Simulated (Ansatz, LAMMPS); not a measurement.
# Poly(vinylidene fluoride) with Li+ BF4- (capped chains of 10 units) at 300 K (142 atoms): atom by atom

2 poly(vinylidene fluoride) chains of 10 units with methyl end groups, 1 Li+, 1 BF4- placed at random, at 1.69 g/cm³; overlaps pushed apart, then 20 ps at 800 K with stiff harmonic cages for PF6 and BF4 with UFF radii; Joung-Cheatham ions (J. Phys. Chem. B 112, 9020 (2008)); MMFF94 bonds, angles, torsions, charges and radii (Halgren, J. Comput. Chem. 17, 490 (1996)) in harmonic and 12-6 forms; charges of ions scaled by 0.8. Snapshot after 30 ps at 300 K and fixed volume.

This is the geometry as built. Method: Kohn-Sham DFT, LDA, PAW (set soft_2), plane waves (Ansatz 0.2.0); cutoff 420 eV, Γ point, gaussian smearing of 0.05 eV; density 1.69 g/cm³.

Extended XYZ; positions in Å, forces in eV/Å, q the intrinsic-atomic-orbital charge in e:

```xyz
142
Lattice="11.217 0.000 0.000 0.000 11.217 0.000 0.000 0.000 11.217" Properties=species:S:1:pos:R:3:charge:R:1:forces:R:3 pbc="T T T"
C 6.517 7.497 7.425 -0.54 -0.414 1.195 0.340
C 5.920 8.862 7.035 -0.39 0.685 -0.351 -0.158
C 4.470 9.150 7.320 0.56 1.487 0.203 3.037
F 3.691 8.107 6.907 -0.28 0.068 0.807 -0.346
F 4.189 10.319 6.690 -0.29 -0.756 -0.134 -1.059
C 4.220 9.471 8.832 -0.43 -1.206 0.364 -2.173
C 2.855 10.063 9.101 0.57 0.889 -0.160 0.045
F 2.843 0.173 8.727 -0.31 0.207 -0.275 0.186
F 2.640 10.067 10.458 -0.29 -0.387 0.087 -0.848
C 1.772 9.335 8.397 -0.43 -0.769 0.845 3.754
C 0.444 9.890 8.809 0.57 -2.313 -2.084 -0.142
F 0.111 9.621 10.127 -0.29 0.578 0.260 -0.652
F 10.742 9.064 8.101 -0.31 0.502 0.742 0.455
C 0.149 0.103 8.495 -0.42 0.876 0.426 0.604
C 9.960 0.486 8.226 0.58 -0.471 -0.631 -0.465
F 9.589 0.025 6.985 -0.28 -0.020 -0.063 1.007
F 9.166 11.065 9.194 -0.31 0.186 0.687 -1.048
C 9.678 1.963 8.286 -0.43 0.431 0.357 0.752
C 10.526 2.911 7.486 0.58 0.715 -1.089 -0.681
F 10.147 4.180 7.772 -0.30 -0.420 0.364 1.269
F 0.623 2.823 7.857 -0.28 -0.591 0.059 0.120
C 10.451 2.864 6.005 -0.42 0.138 -1.822 -1.816
C 9.008 2.893 5.456 0.57 1.136 0.799 0.005
F 8.274 3.600 6.322 -0.29 -0.932 1.323 0.404
F 8.486 1.682 5.558 -0.28 -0.531 -1.437 -0.438
C 8.797 3.437 4.050 -0.44 1.078 -1.395 0.088
C 9.459 2.546 2.981 0.57 -0.070 2.317 0.219
F 8.929 2.983 1.784 -0.31 -1.212 -0.757 0.331
F 9.213 1.252 3.178 -0.26 -0.387 -0.509 -0.359
C 10.884 2.834 2.704 -0.43 -1.067 0.913 -1.912
C 0.136 2.060 1.466 0.57 1.782 1.752 -0.045
F 10.457 1.899 0.446 -0.28 0.567 -0.232 0.488
F 0.406 0.836 1.923 -0.28 0.363 -1.231 -0.042
C 1.460 2.728 0.910 -0.42 -1.530 -2.286 -1.421
C 1.156 3.942 0.080 0.55 0.818 -0.756 -0.981
F 0.105 3.792 10.372 -0.31 0.930 -0.530 0.861
F 0.711 4.902 0.895 -0.27 -0.232 0.878 0.591
C 2.425 4.381 10.577 -0.41 -1.606 -0.463 -0.235
C 2.160 5.664 9.839 0.57 1.211 0.772 0.985
F 3.120 5.749 8.881 -0.28 -0.469 0.484 -0.201
F 0.942 5.667 9.208 -0.30 0.330 -0.112 -0.530
C 2.277 6.862 10.764 -0.60 -0.072 -0.223 -1.013
H 7.621 7.527 7.307 0.20 -0.377 -0.088 -0.148
H 6.312 7.326 8.501 0.17 0.022 -0.241 -0.175
H 6.076 6.705 6.816 0.20 0.072 -0.287 0.069
H 6.597 9.685 7.353 0.20 -0.572 -0.096 0.484
H 5.951 9.023 5.967 0.20 0.203 -0.335 -1.060
H 4.902 10.239 9.111 0.22 1.102 0.596 0.417
H 4.367 8.581 9.387 0.21 0.203 -1.083 0.902
H 1.827 9.449 7.387 0.25 0.342 0.302 -3.221
H 1.878 8.283 8.637 0.22 -0.345 -0.486 0.041
H 0.824 0.395 7.684 0.22 -0.148 0.318 -0.278
H 0.456 0.722 9.362 0.22 0.202 -0.220 -0.103
H 9.769 2.325 9.312 0.22 0.347 -0.174 0.574
H 8.648 2.178 8.070 0.23 -0.905 -0.164 -0.552
H 11.002 3.719 5.639 0.22 0.296 0.710 -0.228
H 11.002 1.948 5.566 0.20 -0.811 0.954 0.754
H 9.125 4.460 3.901 0.23 0.605 0.439 0.308
H 7.750 3.509 3.832 0.24 -1.135 -0.370 -0.033
H 0.352 2.620 3.448 0.21 1.588 -0.902 1.968
H 10.957 3.945 2.639 0.22 -0.013 -0.474 -0.481
H 2.121 2.994 1.708 0.23 0.320 0.529 1.001
H 2.115 1.960 0.350 0.21 -1.141 0.743 0.287
H 2.795 3.587 9.903 0.22 -0.358 0.090 -0.146
H 3.204 4.479 0.119 0.23 0.274 0.406 0.116
H 1.602 7.695 10.645 0.21 -0.640 0.313 -0.646
H 3.270 7.227 10.599 0.21 0.993 0.404 0.086
H 2.175 6.625 0.575 0.21 -0.030 -0.632 1.164
C 2.963 6.985 3.024 -0.55 0.175 2.111 2.689
C 4.277 6.971 3.844 -0.37 -0.844 -0.057 -2.153
C 4.439 5.580 4.435 0.57 0.369 1.695 0.302
F 5.715 5.598 4.923 -0.30 0.484 -0.157 0.219
F 4.449 4.679 3.478 -0.28 0.209 -1.283 -1.927
C 3.460 5.092 5.479 -0.44 1.951 1.239 0.673
C 4.063 3.946 6.261 0.58 0.007 0.419 0.628
F 5.230 4.348 6.809 -0.29 0.649 -0.059 0.223
F 3.271 3.781 7.346 -0.29 -0.642 -0.596 0.256
C 4.307 2.613 5.590 -0.43 0.299 0.430 1.145
C 3.013 2.085 5.152 0.56 -0.478 -2.319 -2.170
F 2.096 1.906 6.150 -0.28 0.377 0.627 -0.348
F 2.582 2.972 4.221 -0.29 -1.861 1.429 0.271
C 2.942 0.809 4.328 -0.41 1.703 -2.518 2.579
C 3.959 0.761 3.219 0.56 -1.893 -0.455 2.376
F 5.162 0.799 3.833 -0.30 1.168 0.166 -0.070
F 3.774 1.912 2.584 -0.27 1.027 0.323 -2.031
C 3.822 10.714 2.452 -0.41 1.242 0.447 -0.630
C 4.821 10.672 1.275 0.57 -1.499 1.250 1.622
F 4.495 9.643 0.558 -0.26 0.268 -3.117 -0.676
F 4.525 0.469 0.388 -0.30 0.820 0.676 0.848
C 6.250 10.565 1.779 -0.44 0.899 1.271 -1.881
C 7.189 10.680 0.533 0.57 -0.006 0.321 1.250
F 7.173 0.770 0.152 -0.29 0.478 0.447 0.466
F 6.676 10.070 10.683 -0.28 -0.143 -0.989 -0.742
C 8.609 10.271 0.835 -0.43 0.703 -0.251 -1.900
C 8.829 8.778 0.884 0.57 0.123 -1.355 -0.753
F 10.153 8.469 1.165 -0.29 -1.186 0.918 0.437
F 8.074 8.204 1.896 -0.30 0.460 0.430 -0.225
C 8.517 8.020 10.790 -0.43 -0.162 -0.402 0.568
C 9.220 6.676 10.679 0.57 0.520 0.465 1.708
F 8.936 6.135 9.458 -0.30 -0.074 -0.088 -0.863
F 10.575 6.894 10.632 -0.28 -0.560 -0.249 -0.140
C 8.962 5.594 0.534 -0.42 0.291 -0.256 -1.184
C 7.547 5.069 0.460 0.58 1.449 -0.778 -0.382
F 7.141 4.571 1.649 -0.28 -0.039 0.443 0.184
F 6.769 6.091 0.169 -0.28 -1.438 1.618 0.296
C 7.398 4.035 10.597 -0.43 0.190 -1.743 3.011
C 6.004 3.602 10.488 0.58 -0.389 -1.406 -0.684
F 5.327 4.744 10.199 -0.30 -1.249 -0.424 -0.374
F 5.503 3.109 0.463 -0.30 0.043 0.450 -0.690
C 5.801 2.534 9.417 -0.58 0.447 0.914 -0.297
H 2.932 6.162 2.381 0.19 -0.175 -1.619 -1.080
H 2.781 7.900 2.436 0.18 0.290 0.010 0.051
H 2.156 6.957 3.795 0.19 -0.080 -0.294 -0.707
H 5.112 7.272 3.146 0.18 -0.121 -1.017 0.436
H 4.349 7.753 4.585 0.18 -0.441 0.230 0.871
H 2.478 4.907 5.117 0.23 -0.901 -0.329 -0.693
H 3.340 5.940 6.159 0.22 -0.014 0.004 0.623
H 4.789 1.918 6.280 0.22 -0.002 -0.059 0.572
H 5.046 2.723 4.789 0.23 -0.389 0.167 -0.335
H 3.196 11.115 5.019 0.19 -0.341 1.347 -0.856
H 1.940 0.588 3.989 0.21 -0.689 0.381 -0.326
H 4.070 9.868 3.138 0.20 -0.160 0.373 -0.247
H 2.774 10.631 2.161 0.22 -0.192 -0.186 -0.583
H 6.610 0.168 2.460 0.22 -0.634 -0.437 -0.494
H 6.371 9.631 2.332 0.22 0.032 -0.356 -0.138
H 9.388 10.786 0.160 0.22 -1.171 -0.889 0.325
H 8.820 10.711 1.763 0.24 0.486 0.484 1.998
H 7.447 7.869 10.544 0.22 0.238 0.167 0.647
H 8.850 8.654 9.996 0.23 0.777 0.537 -0.960
H 9.641 4.747 0.251 0.20 -0.178 0.598 0.519
H 9.142 5.963 1.545 0.22 0.305 0.245 0.163
H 7.682 4.423 9.677 0.22 0.768 0.784 -1.927
H 8.010 3.146 10.882 0.20 -0.043 0.388 -0.216
H 6.214 2.890 8.427 0.18 -0.434 -0.101 0.725
H 6.305 1.586 9.680 0.20 -0.223 0.307 0.157
H 4.724 2.394 9.326 0.20 -0.354 -0.278 -0.226
B 0.007 6.755 5.585 0.81 -1.475 0.713 1.942
F 0.312 5.889 4.544 -0.40 0.324 0.983 -0.105
F 10.806 8.092 5.464 -0.41 0.861 -1.002 -1.382
F 0.942 6.752 6.633 -0.44 0.995 -0.277 -0.300
F 10.111 6.137 6.240 -0.47 -0.824 -0.522 0.296
Li 10.580 5.852 8.128 0.78 0.259 0.719 -0.454
```

The force components of 0.92 eV/Å r.m.s. hold both thermal displacement and the mismatch between the potential that made the cell and DFT, above all in bond lengths inside molecules. The network of contacts between molecules at the start is that of the classical potential that made the cell, and needn't be the one that DFT or experiment would give. The functional has no dispersion term, which matters for the binding between molecules or layers, where LDA binds through overlap of densities alone. The density was typed from a rule of thumb and may lie off the real one at this temperature. Only the Γ point is sampled, in a cell whose shortest periodic width is 11 Å.

The r.m.s. force component is 0.924 eV/Å; the longest force, 3.99 eV/Å, acts on C82.

[Long decimals in the printed logs are rounded to 6 places.]

[Logs are printed without paths, hosts, clocks, repeated set-up lines and the standing remarks that a program may print on its own settings, such as how far it seeks lower states.]

[Hosts, paths, dates, database ids (printed as entryN), source tags and the programs' standing remarks are cut or masked in the printed files.]

[The MMFF94 radii named for the starting cell were scaled by 0.96; in molecules described by MMFF94, hydrogen bound to N, O or S took a small fixed 12-6 site in their place.]
